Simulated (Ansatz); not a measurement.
# Ti3SnPbS2: relaxing a made-up structure, part 2 of 2

This structure for Ti3SnPbS2 is made up. Its elements were placed in a known structure type with a cell scaled to their sizes. What cell does the guess relax to, and how far off was it?

Ansatz 0.2.0; DFT, r2SCAN, plane-wave PAW, files of the set soft_1, scalar-relativistic, no spin, cell and ions relaxed at zero pressure; PAW set soft_1 (the session's first sound run).

So far: The structure; Relaxing cell and atoms. The relaxed cell has a = 5.981, c = 14.010 Å (conventional setting).

### 3. Electronic structure of the relaxed cell

With the geometry fixed, one more self-consistent run, with a narrower smearing and the mesh shown in its input, gives the bands, and its pressure, and its forces where symmetry allows any, show how far the geometry depends on these settings.

This step: DFT, r2SCAN, plane-wave PAW, files of the set soft_1, scalar-relativistic, no spin, bands and density of states at the relaxed cell; PAW set soft_1 (Ansatz 0.2.0).

input.yaml reads:

```yaml
crystal:
  lattice:
    - [2.9905000701, 1.7265660203, 4.6699127144]
    - [-2.9905000701, 1.7265660203, 4.6699127144]
    - [0.0, -3.4531320411, 4.6699127142]
  atoms:
    - { symbol: Pb, position: [0.0, 0.0, 0.0] }
    - { symbol: Sn, position: [0.5, 0.5, 0.5] }
    - { symbol: Ti, position: [0.0, 0.5, 0.5] }
    - { symbol: Ti, position: [0.5, 0.5, 0.0] }
    - { symbol: Ti, position: [0.5, 0.0, 0.5] }
    - { symbol: S, position: [0.2167182092, 0.2167182092, 0.2167182092] }
    - { symbol: S, position: [0.7832817908, 0.7832817908, 0.7832817908] }
kpoints:
  mp_grid: { grid: [6, 6, 6] }
  band_path:
    path:
      - [[0.0, 0.0, 0.0], [0.5, 0.0, 0.0], [0.5, 0.25779587, -0.25779587]]
      - [[0.74220413, 0.5, 0.25779587], [0.5, 0.5, 0.5], [0.0, 0.0, 0.0], [0.37889794, 0.0, -0.37889794]]
      - [[0.62110206, 0.37889794, 0.0], [0.5, 0.5, 0.0], [0.62110206, 0.62110206, 0.25779587], [0.5, 0.5, 0.5]]
      - [[0.5, 0.0, 0.0], [0.74220413, 0.37889794, 0.37889794]]
    npoints: 8
scf:
  occupations: { method: fermi_dirac, width: 0.03 }
  n_extra_bands: 11
hamiltonian:
  xc: r2scan
  pseudopotentials: { kind: paw, azcp: { folder: soft_1 } }
output:
  forces: true
  stress: true
  write_bands: true
  dos: { projected: true }
  write_density: true
  write_potential: true
  elf: true
  volumetric_format: npy
```

Command:

```console
ansatz run input.yaml --threads 4 --pin off --max-ram 10240MiB --backend cpu --events-out ev --progress --plain --runs-dir out
```

Numbers of over 12 decimals in the logs are rounded to 6 here.

The program printed:

```text
[...]
Crystal: 7 atoms, lattice volume = 144.673 Å³
Basis set: ecut = 500 eV, 3677 PW (Γ), exchange–correlation on 180×180×180 points (64 copies of the dense FFT grid, shifted against one another)
Bands: 49, of which v1, the nominal top of the filled ones, is band 38 counted from 1 (37 counted from 0)
Symmetry: 12 space group operations
[...]
k-points: 32 of 216
[...]
SCF iter   1: F=—  HF=-27296.363237 eV  |F-HF|=—  |Δ(HF+E_count)|=         —  Δρ=8.19e-2  dr2=2.94e1  dr2_τ=3.64e-1  ethr=3.10e-3  ⟨swp⟩=6.7  Hψ=6444  notcnv=0
[...]
SCF iter  10: F=-27291.531364 eV  HF=-27291.531364 eV  |F-HF|=4.81e-9  |Δ(HF+E_count)|=   3.16e-7  Δρ=5.11e-6  dr2=4.21e-8  dr2_τ=1.72e-9  ethr=1.32e-10  ⟨swp⟩=19.0  Hψ=12744  notcnv=0
SCF 1 converged in 10 iterations: F = -27291.531364 eV  dr2 = 4.21e-8
[...]
NSCF: frozen V_eff on 76 k-points
SCF converged after 10 iterations
Free energy (F): -27291.531364 eV
[...]
Internal energy: -27291.510968 eV  (E = F + TS)
E sigma→0 (E₀):  -27291.521166 eV
Entropy (-TS):   -0.020396 eV (-2.914 meV/atom)
Fermi energy:    10.845068 eV
[...]
--- Forces (eV/Å), atoms counted from 1 ---
  atom   1  Pb    -0.00000000     0.00000000     0.00000000
  atom   2  Sn     0.00000000     0.00000000    -0.00000000
  atom   3  Ti    -0.00000000     0.00000000    -0.00000000
  atom   4  Ti     0.00000000    -0.00000000     0.00000000
  atom   5  Ti     0.00000000     0.00000000     0.00000000
  atom   6  S      0.00000000     0.00000000    -0.01216317
  atom   7  S      0.00000000    -0.00000000     0.01216317
  max |Σ_I F_I| component: 4.63e-18 eV/Å
--- Stress (GPa, compression-positive) ---
       -0.018410       0.000000       0.000000
        0.000000      -0.018410      -0.000000
        0.000000      -0.000000      -0.013728
  P = ⅓ Tr σ = -0.0168 GPa (-0.168 kbar)
--- Band table (eV; the first three rows and the last of 32) ---
  k-point 0: bands = [... 34 lower, 9.0868, 10.0014, 10.0014, 10.5584, 11.2975, 11.2975, 12.2902, 12.2902, ... 7 higher]
  k-point 1: bands = [... 34 lower, 9.0970, 10.0554, 10.0650, 10.6357, 10.9732, 11.4182, 12.2126, 12.2987, ... 7 higher]
  k-point 2: bands = [... 34 lower, 8.9135, 10.0352, 10.1493, 10.5644, 10.8210, 11.6838, 12.1771, 12.3417, ... 7 higher]
  k-point 31: bands = [... 34 lower, 9.2797, 10.2103, 10.2103, 10.7788, 10.7788, 10.8419, 12.2180, 12.2180, ... 7 higher]
```

The job ended after 12 s (4 threads of Intel Xeon at 2.60GHz (Ice Lake), shared host; peak memory 1.1 GiB).

Numbers from this step:

- free energy: -27291.5314 eV
- energy at zero smearing: -27291.5212 eV
- smearing term TS: 0.02040 eV
- Fermi energy: 10.85 eV
- pressure: -0.01685 GPa

bands.tsv at the labelled points (eV, zero at the Fermi level; the bands that come nearest the Fermi level along the path):

```tsv
point	band 35	band 36	band 37	band 38	band 39	band 40	band 41	band 42
Γ	-1.76	-0.84	-0.84	-0.29	0.45	0.45	1.45	1.45
L	-1.97	-0.74	-0.65	-0.28	0.06	1.02	1.44	1.44
B1	-1.80	-0.83	-0.81	0.22	0.30	0.71	0.85	1.11
B	-1.80	-0.83	-0.81	0.22	0.30	0.71	0.85	1.11
Z	-1.57	-0.63	-0.63	-0.07	-0.07	0.00	1.37	1.37
Γ	-1.76	-0.84	-0.84	-0.29	0.45	0.45	1.45	1.45
X	-1.85	-0.85	-0.56	-0.07	0.59	0.64	0.86	1.19
Q	-1.85	-0.85	-0.56	-0.07	0.59	0.64	0.86	1.19
F	-1.57	-0.87	-0.73	-0.01	0.48	0.80	0.92	1.09
P1	-1.45	-0.97	-0.92	-0.03	0.50	0.59	0.87	1.24
Z	-1.57	-0.63	-0.63	-0.07	-0.07	0.00	1.37	1.37
L	-1.97	-0.74	-0.65	-0.28	0.06	1.02	1.44	1.44
P	-1.45	-0.97	-0.92	-0.03	0.50	0.59	0.87	1.24
```

States per cell as run, both spins, in windows of 1 eV, from dos.tsv (zero at the Fermi level):

| from | to | total |
| --- | --- | --- |
| -8 | -7 | 2.00 |
| -7 | -6 | 0.00 |
| -6 | -5 | 2.36 |
| -5 | -4 | 4.64 |
| -4 | -3 | 5.14 |
| -3 | -2 | 2.40 |
| -2 | -1 | 3.74 |
| -1 | 0 | 5.81 |
| 0 | 1 | 4.16 |
| 1 | 2 | 10.13 |

Below -8 eV lie 50.0 more states.

Electrostatic potential energy in the ac plane of the conventional cell at fractional y = 0.000, with atoms of Pb and Sn and Ti and S within 0.2 Å of it. With pseudopotentials it is smooth inside the atoms' cores, unlike the true potential.

Values in eV, 13 rows by 16 columns, each cell a mean:
```
-21 -18  -4   9  11   6  -8 -18 -19 -13   0  10  11   3 -13 -21
  8  10  13  14  14  14  13  12  12  13  13  14  14  13  11   9
-24 -22   0  12  14  14  14  14  14  14  14  14  13   8 -13 -25
 -9  -3   5   6   6   8  11  13  13  12  10   6   6   6   1  -8
 12  10   6  -1  -4   2   8  11  12  10   5  -2  -3   3   9  11
 -3  -1   6  10  11  12  13  14  14  14  13  12  11   8   2  -3
  9  -7 -11   7  13  14  15  15  15  15  15  14  11  -1 -15   5
  0   3   8  10  10  11  13  14  14  13  12  11  10   9   5   1
 11  10   5  -2  -5   1   8  11  12  10   5  -3  -5   2   8  11
-14  -9   4   8   8  10  12  13  13  13  11   9   8   7  -3 -13
-20 -16   3  12  14  14  14  14  14  14  14  14  14   9  -9 -20
  8  10  12  14  14  13  12  11  10  11  13  14  14  13  11   9
-24 -23  -8   8  10   4 -13 -23 -24 -19  -3   9  10   1 -19 -24
```
Columns run along a (6.0 Å; values clipped at the 3rd and 97th percentile), rows up along c (14.0 Å), edges of the conventional cell, whose origin can differ from the input's. Atoms in or near the plane, at fractional coordinates: Pb at (0.00, 0.00), Sn at (0.00, 0.50), Ti at (0.50, 0.00), S at (0.00, 0.22), S at (0.00, 0.78).

ELF in the ac plane of the conventional cell at fractional y = 0.000, with atoms of Pb and Sn and Ti and S within 0.2 Å of it. It is the smooth field of the valence electrons, not physical close to the nuclei.

Ten even steps from '0' (0.01) to '9' (0.85), each cell a mean:
```
12444137875135431
33332001320013333
33100011221000123
99730011211001589
37973011111015995
16983112321016983
88631013442001578
53122113552122125
43122112431122124
65431001221012456
23453100110025542
00233100000024310
01343100000024320
34553101110024544
65321001221001345
42123113541123113
65211113552111136
78841013432003687
05983112221026982
68962001111014897
87520011221001478
22110011111001122
34343103541023343
01444147786135430
```
Columns run along a (6.0 Å), rows up along c (14.0 Å), edges of the conventional cell, whose origin can differ from the input's. Atoms in or near the plane, at fractional coordinates: Pb at (0.00, 0.00), Sn at (0.00, 0.50), Ti at (0.50, 0.00), S at (0.00, 0.22), S at (0.00, 0.78).

Valence density in the ac plane of the conventional cell at fractional y = 0.000, with atoms of Pb and Sn and Ti and S within 0.2 Å of it. It is the smooth field of the valence electrons, not physical close to the nuclei.

Values in units of 1e0 e/Å³, 13 rows by 16 columns, each cell a mean:
```
3.4 2.0 0.7 0.2 0.1 0.2 1.0 3.3 4.1 1.9 0.4 0.1 0.2 0.4 1.3 2.9
0.3 0.2 0.1 0.1 0.1 0.1 0.1 0.1 0.1 0.1 0.1 0.1 0.1 0.1 0.2 0.3
0.7 1.0 0.6 0.2 0.1 0.1 0.1 0.1 0.1 0.1 0.1 0.1 0.1 0.4 0.9 0.8
0.8 0.7 0.5 0.3 0.2 0.1 0.1 0.1 0.1 0.1 0.1 0.2 0.3 0.4 0.6 0.8
0.2 0.2 0.3 0.4 0.5 0.3 0.2 0.2 0.2 0.2 0.2 0.4 0.5 0.3 0.2 0.2
1.4 0.8 0.3 0.2 0.1 0.1 0.1 0.1 0.1 0.1 0.1 0.1 0.1 0.2 0.5 1.1
8.8 4.4 0.9 0.2 0.1 0.1 0.0 0.0 0.0 0.0 0.0 0.1 0.2 0.4 2.4 7.2
0.7 0.4 0.3 0.2 0.1 0.1 0.1 0.1 0.1 0.1 0.1 0.1 0.2 0.2 0.3 0.6
0.2 0.2 0.3 0.5 0.5 0.3 0.2 0.2 0.2 0.2 0.2 0.4 0.5 0.3 0.2 0.2
0.8 0.8 0.6 0.3 0.2 0.1 0.1 0.1 0.1 0.1 0.1 0.1 0.2 0.4 0.7 0.8
0.7 0.9 0.5 0.2 0.1 0.1 0.1 0.1 0.1 0.1 0.1 0.1 0.1 0.4 0.8 0.8
0.3 0.2 0.1 0.1 0.1 0.1 0.1 0.1 0.2 0.1 0.1 0.1 0.1 0.1 0.2 0.3
4.6 2.7 0.9 0.3 0.2 0.3 1.4 4.7 5.9 2.8 0.5 0.2 0.2 0.5 1.8 3.9
```
Columns run along a (6.0 Å), rows up along c (14.0 Å), edges of the conventional cell, whose origin can differ from the input's. Atoms in or near the plane, at fractional coordinates: Pb at (0.00, 0.00), Sn at (0.00, 0.50), Ti at (0.50, 0.00), S at (0.00, 0.22), S at (0.00, 0.78).

### 4. Summary of results

```json
{"space group, relaxed": "R-3m", "conventional cell": "a = 5.981, b = 5.981, c = 14.010 Å; α = 90.0°, β = 90.0°, γ = 120.0°", "volume per atom": "20.67 Å³ (guess 19.01)"}
```

In words: Ti3SnPbS2 relaxes to R-3m with a = 5.981, b = 5.981 and c = 14.010 Å. The guessed volume was 8 % too small. The space group R-3m was held in the relaxation, so the end point is a stationary structure within it and may be a saddle against distortions or other arrangements. Bands cross the Fermi level, so it is a metal or semimetal at this level. Semilocal functionals can close a small real gap, so this isn't settled for compounds with anions. On the 6×6×6 mesh with the narrower smearing (relaxed on 6×6×6) the largest force component is 0.012 eV/Å and the largest stress component is 0.018 GPa, within the relaxation's thresholds of 0.015 eV/Å and 0.05 GPa. The cutoff wasn't tested. Spin-orbit coupling is left out, which can matter for elements this heavy. No dispersion term is used, so weakly bound directions may come out too long. The runs have no spin, and magnetism wasn't tested. Nothing here tests whether the compound is stable against decomposition.

[Logs are printed without paths, hosts, clocks, repeated set-up lines and the standing remarks that a program may print on its own settings, such as how far it seeks lower states.]

[Hosts, paths, dates, database ids (printed as entryN), source tags and the programs' standing remarks are cut or masked in the printed files.]
